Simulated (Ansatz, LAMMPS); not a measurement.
# Forces and charges in glassy 60SiO2-40Na2O (mol %) (195 atoms), part 2 of 2

Aim: energy, forces, charges and density of states of glassy 60SiO2-40Na2O (mol %) (195 atoms) at a fixed geometry.

Ansatz 0.2.0; Kohn-Sham DFT, r2SCAN, PAW (set soft_2), plane waves.

The cell: 39 Si, 52 Na and 104 O. The quench rate of 20 K/ps is many orders above laboratory rates. The starting topology of bonds comes from the classical model. The Brillouin zone is sampled at Γ only, in a cell whose shortest periodic width is 14 Å.

So far. Step 3 (Plane-wave single point): Mean Löwdin charges: Na +0.80, O -0.94, Si +1.73 e (they miss 0.90 % of the electrons, so they add up to more than the cell's charge).

**4. Local order**

Bonds and neighbours are counted at the geometry of the runs.

Density 2.49 g/cm³, 13.51 Å³ an atom.

Pair distribution functions g(r), in bins of 0.2 Å:

| r (Å) | total | O-O | O-Na | O-Si | Na-Na | Na-Si | Si-Si |
| --- | --- | --- | --- | --- | --- | --- | --- |
| 1.40 | 0.03 | 0.00 | 0.00 | 0.12 | 0.00 | 0.00 | 0.00 |
| 1.60 | 3.04 | 0.00 | 0.00 | 14.25 | 0.00 | 0.00 | 0.00 |
| 1.80 | 0.24 | 0.00 | 0.00 | 1.11 | 0.00 | 0.00 | 0.00 |
| 2.00 | 0.00 | 0.00 | 0.00 | 0.00 | 0.00 | 0.00 | 0.00 |
| 2.20 | 0.44 | 0.00 | 1.54 | 0.00 | 0.00 | 0.00 | 0.00 |
| 2.40 | 1.08 | 0.54 | 3.03 | 0.00 | 0.95 | 0.00 | 0.00 |
| 2.60 | 2.00 | 4.82 | 1.94 | 0.00 | 1.04 | 0.07 | 0.00 |
| 2.80 | 0.81 | 1.22 | 1.02 | 0.00 | 1.66 | 0.52 | 0.00 |
| 3.00 | 0.61 | 0.22 | 0.71 | 0.03 | 1.55 | 1.38 | 2.12 |
| 3.20 | 1.02 | 0.69 | 0.56 | 0.28 | 1.50 | 2.83 | 4.87 |
| 3.40 | 0.99 | 0.94 | 0.74 | 0.83 | 1.27 | 2.19 | 0.25 |
| 3.60 | 1.09 | 0.99 | 0.85 | 1.13 | 1.50 | 2.09 | 0.10 |
| 3.80 | 1.01 | 0.85 | 0.79 | 1.57 | 0.85 | 1.33 | 0.29 |
| 4.00 | 1.04 | 0.88 | 0.79 | 1.76 | 1.16 | 0.81 | 0.61 |
| 4.20 | 1.09 | 0.71 | 1.21 | 1.79 | 0.92 | 0.59 | 1.02 |
| 4.40 | 0.94 | 0.73 | 1.11 | 1.13 | 0.72 | 0.72 | 1.07 |
| 4.60 | 0.94 | 0.92 | 1.37 | 0.78 | 0.62 | 0.49 | 0.46 |
| 4.80 | 1.08 | 1.25 | 1.23 | 0.84 | 1.08 | 0.63 | 1.25 |
| 5.00 | 1.10 | 1.38 | 1.27 | 0.79 | 0.62 | 0.87 | 1.15 |
| 5.20 | 0.97 | 1.30 | 0.90 | 0.70 | 0.89 | 0.84 | 1.02 |
| 5.40 | 0.92 | 0.91 | 0.91 | 0.83 | 0.98 | 0.94 | 1.32 |
| 5.60 | 0.90 | 0.92 | 0.72 | 0.93 | 0.86 | 1.20 | 1.05 |
| 5.80 | 0.97 | 0.92 | 0.89 | 0.96 | 1.08 | 1.31 | 0.70 |
| 6.00 | 1.01 | 0.92 | 0.92 | 0.99 | 0.95 | 1.39 | 1.34 |
| 6.20 | 0.97 | 0.86 | 0.97 | 0.93 | 1.27 | 1.27 | 0.72 |
| 6.40 | 1.04 | 1.08 | 0.94 | 1.20 | 1.08 | 1.01 | 0.81 |
| 6.60 | 1.01 | 0.83 | 1.02 | 1.15 | 1.23 | 1.01 | 0.88 |
| 6.80 | 1.06 | 1.02 | 1.12 | 1.12 | 1.17 | 0.85 | 1.04 |

Bonds by pair of elements; cutoffs follow the first minimum of g(r), held within bounds set by covalent radii, and pairs that aren't listed don't count as bonded:

| pair A-B | cutoff (Å) | bonds | mean length (Å) | spread (Å) | shortest (Å) | B about A | A about B |
| --- | --- | --- | --- | --- | --- | --- | --- |
| O-Na | 3.09 | 267 | 2.55 | 0.244 | 2.11 | 2.57 | 5.13 |
| O-Si | 2.12 | 156 | 1.61 | 0.055 | 1.50 | 1.5 | 4 |

How many atoms have how many bonded neighbours:

| element | mean | 2 | 3 | 4 | 5 | 6 | 7 |
| --- | --- | --- | --- | --- | --- | --- | --- |
| Na | 5.13 | 0 | 1 | 14 | 18 | 15 | 4 |
| O | 4.07 | 10 | 23 | 35 | 24 | 10 | 2 |
| Si | 4 | 0 | 0 | 39 | 0 | 0 | 0 |

Bond angles, per cent of each kind in bins of 5°:

| angle (°) | O-Na-O | Na-O-Si | Na-O-Na | O-Si-O | Si-O-Si |
| --- | --- | --- | --- | --- | --- |
| 45–50 | 0.3 | 0.0 | 0.0 | 0.0 | 0.0 |
| 50–55 | 2.1 | 0.0 | 2.4 | 0.0 | 0.0 |
| 55–60 | 6.4 | 0.0 | 2.4 | 0.0 | 0.0 |
| 60–65 | 6.2 | 0.3 | 6.6 | 0.0 | 0.0 |
| 65–70 | 1.0 | 0.9 | 8.1 | 0.0 | 0.0 |
| 70–75 | 2.4 | 1.2 | 9.3 | 0.0 | 0.0 |
| 75–80 | 5.0 | 4.5 | 7.8 | 0.0 | 0.0 |
| 80–85 | 5.4 | 6.0 | 10.5 | 0.0 | 0.0 |
| 85–90 | 7.6 | 9.8 | 4.5 | 0.0 | 0.0 |
| 90–95 | 7.3 | 9.2 | 6.9 | 0.0 | 0.0 |
| 95–100 | 8.0 | 10.4 | 5.7 | 4.3 | 0.0 |
| 100–105 | 7.5 | 11.0 | 3.9 | 18.8 | 0.0 |
| 105–110 | 3.8 | 4.2 | 4.8 | 30.8 | 0.0 |
| 110–115 | 5.4 | 9.8 | 4.2 | 30.8 | 0.0 |
| 115–120 | 5.4 | 6.0 | 2.7 | 12.0 | 0.0 |
| 120–125 | 4.0 | 3.9 | 2.4 | 3.4 | 1.9 |
| 125–130 | 3.3 | 3.0 | 2.4 | 0.0 | 0.0 |
| 130–135 | 3.5 | 5.1 | 2.1 | 0.0 | 5.8 |
| 135–140 | 2.1 | 2.1 | 2.7 | 0.0 | 17.3 |
| 140–145 | 2.9 | 3.0 | 2.7 | 0.0 | 7.7 |
| 145–150 | 2.1 | 2.4 | 2.4 | 0.0 | 19.2 |
| 150–155 | 2.6 | 2.4 | 1.8 | 0.0 | 5.8 |
| 155–160 | 1.7 | 1.5 | 0.9 | 0.0 | 13.5 |
| 160–165 | 1.4 | 1.5 | 1.5 | 0.0 | 13.5 |
| 165–170 | 1.0 | 0.9 | 0.0 | 0.0 | 9.6 |
| 170–175 | 1.0 | 0.6 | 1.5 | 0.0 | 5.8 |
| 175–180 | 0.3 | 0.3 | 0.0 | 0.0 | 0.0 |

Bond angles (no mean is given where the spread exceeds 20°):

| angle | count | mean (°) | spread (°) |
| --- | --- | --- | --- |
| O-Na-O | 576 | - | - |
| Na-O-Si | 335 | - | - |
| Na-O-Na | 334 | - | - |
| O-Si-O | 234 | 109 | 5.4 |
| Si-O-Si | 52 | 151 | 12.6 |

Oxygen atoms by the number of network formers (Si, P, Ge, B, Al, As, Ga) bound to them:

| network formers bound to O | O atoms | per cent |
| --- | --- | --- |
| 0 | 0 | 0 |
| 1 | 52 | 50 |
| 2 | 52 | 50 |

Network units: each former by its oxygen neighbours and how many of them bridge to another former:

| former | O neighbours | bridging O | atoms |
| --- | --- | --- | --- |
| Si | 4 | 1 | 4 |
| Si | 4 | 2 | 9 |
| Si | 4 | 3 | 22 |
| Si | 4 | 4 | 4 |

Bond length by coordination (bonds to H left out):

| element | coordination | atoms | mean bond length (Å) |
| --- | --- | --- | --- |
| Na | 3 | 1 | 2.34 |
| Na | 4 | 14 | 2.47 |
| Na | 5 | 18 | 2.53 |
| Na | 6 | 15 | 2.58 |
| Na | 7 | 4 | 2.64 |
| O | 2 | 10 | 1.62 |
| O | 3 | 23 | 1.97 |
| O | 4 | 35 | 2.20 |
| O | 5 | 24 | 2.31 |
| O | 6 | 10 | 2.38 |
| O | 7 | 2 | 2.5 |

First main peaks of g(r), for some of the pairs, lie near 2.6 Å (O-O), 2.4 Å (O-Na), 1.6 Å (O-Si), 3.2 Å (Na-Si) and 3.2 Å (Si-Si). By these cutoffs 35 % of Na atoms have 5, 34 % of O atoms have 4 and all Si atoms have 4 bonded neighbours. 50 % of the oxygens bridge two formers (Si) and 50 % are non-bridging. The commonest Si unit has 4 oxygens, 3 of them shared with other formers (22 of 39 atoms).

Local excerpt of 13 atoms (numbers count through the whole input) about O190, which has 5 bonded neighbours where the commonest count for O is 4; x, y, z are measured from there.

| atom | x | y | z | distance (Å) | bonds | Löwdin charge (e) | Fx | Fy | Fz (eV/Å) |
| --- | --- | --- | --- | --- | --- | --- | --- | --- | --- |
| O190 | 0.00 | 0.00 | 0.00 | 0.00 | 5 | -0.85 | 0.56 | -0.27 | 1.32 |
| Si35 | -0.33 | -0.34 | -1.52 | 1.59 | 4 | 1.71 | 0.13 | -1.11 | -1.89 |
| Si27 | 0.50 | 0.05 | 1.64 | 1.71 | 4 | 1.68 | 2.14 | -0.02 | -2.76 |
| O124 | 1.11 | -1.39 | 1.86 | 2.57 | 5 | -1.05 | 0.85 | -2.47 | 0.45 |
| O101 | -1.36 | -1.66 | -1.49 | 2.61 | 5 | -0.89 | 0.96 | 0.35 | 0.68 |
| O194 | 1.85 | 0.97 | 1.64 | 2.65 | 4 | -0.86 | -0.39 | 0.29 | -0.57 |
| O168 | -0.77 | 0.81 | -2.43 | 2.68 | 3 | -0.97 | -0.76 | 1.35 | -1.11 |
| O137 | -0.58 | 0.44 | 2.62 | 2.72 | 5 | -0.99 | -3.15 | 0.94 | 2.51 |
| O156 | 1.03 | -1.12 | -2.28 | 2.74 | 6 | -0.89 | -2.45 | 0.34 | 3.02 |
| Na55 | -1.97 | -1.81 | 0.67 | 2.76 | 6 | 0.80 | -0.35 | 0.51 | -0.50 |
| Na59 | 0.95 | -2.65 | -0.20 | 2.82 | 6 | 0.80 | 0.23 | -0.05 | 0.77 |
| Na65 | 2.81 | 0.19 | -0.55 | 2.87 | 6 | 0.81 | -0.61 | 0.09 | -0.04 |
| O166 | 0.41 | 2.87 | -0.69 | 2.98 | 3 | -0.83 | -0.17 | -1.12 | 0.01 |

The column of bonds counts only the pairs O-Na within 3.09 Å, O-Si within 2.12 Å; other neighbours, such as metal atoms beside each other in a compound, aren't counted, and periodic images can show an atom twice.

**5. Results**

| Property | Result |
| --- | --- |
| free energy per atom | -829.0834 eV/atom |
| pressure | 1.857 GPa |
| r.m.s. force component | 1.229 eV/Å |
| gap (highest filled to lowest empty level) | 2.719 eV |
| wall time of the 1 DFT run | 1.9 min |

In words: Between filled and empty levels lie 2.72 eV (at Γ alone); a semilocal functional tends to put such gaps too low. In a disordered cell it changes from sample to sample, and tail or defect levels can set it. Counting bonds as in the table, 35 % of Na atoms have 5, 34 % of O atoms have 4 and all Si atoms have 4 bonded neighbours. 50 % of the oxygens bridge two formers (Si) and 50 % are non-bridging.

Caveats: The force components of 1.2 eV/Å r.m.s. reflect the temperature of the frame as well as the gap between the generating potential and DFT. The stress is far from hydrostatic: its diagonal is 1.6, 3.8, 0.2 GPa, compression counted positive. The pressure of 1.9 GPa is that of one thermal frame, in which the classical model's bond lengths enter as well as the volume, without the kinetic term.

[Hosts, paths, dates, database ids (printed as entryN), source tags and the programs' standing remarks are cut or masked in the printed files.]
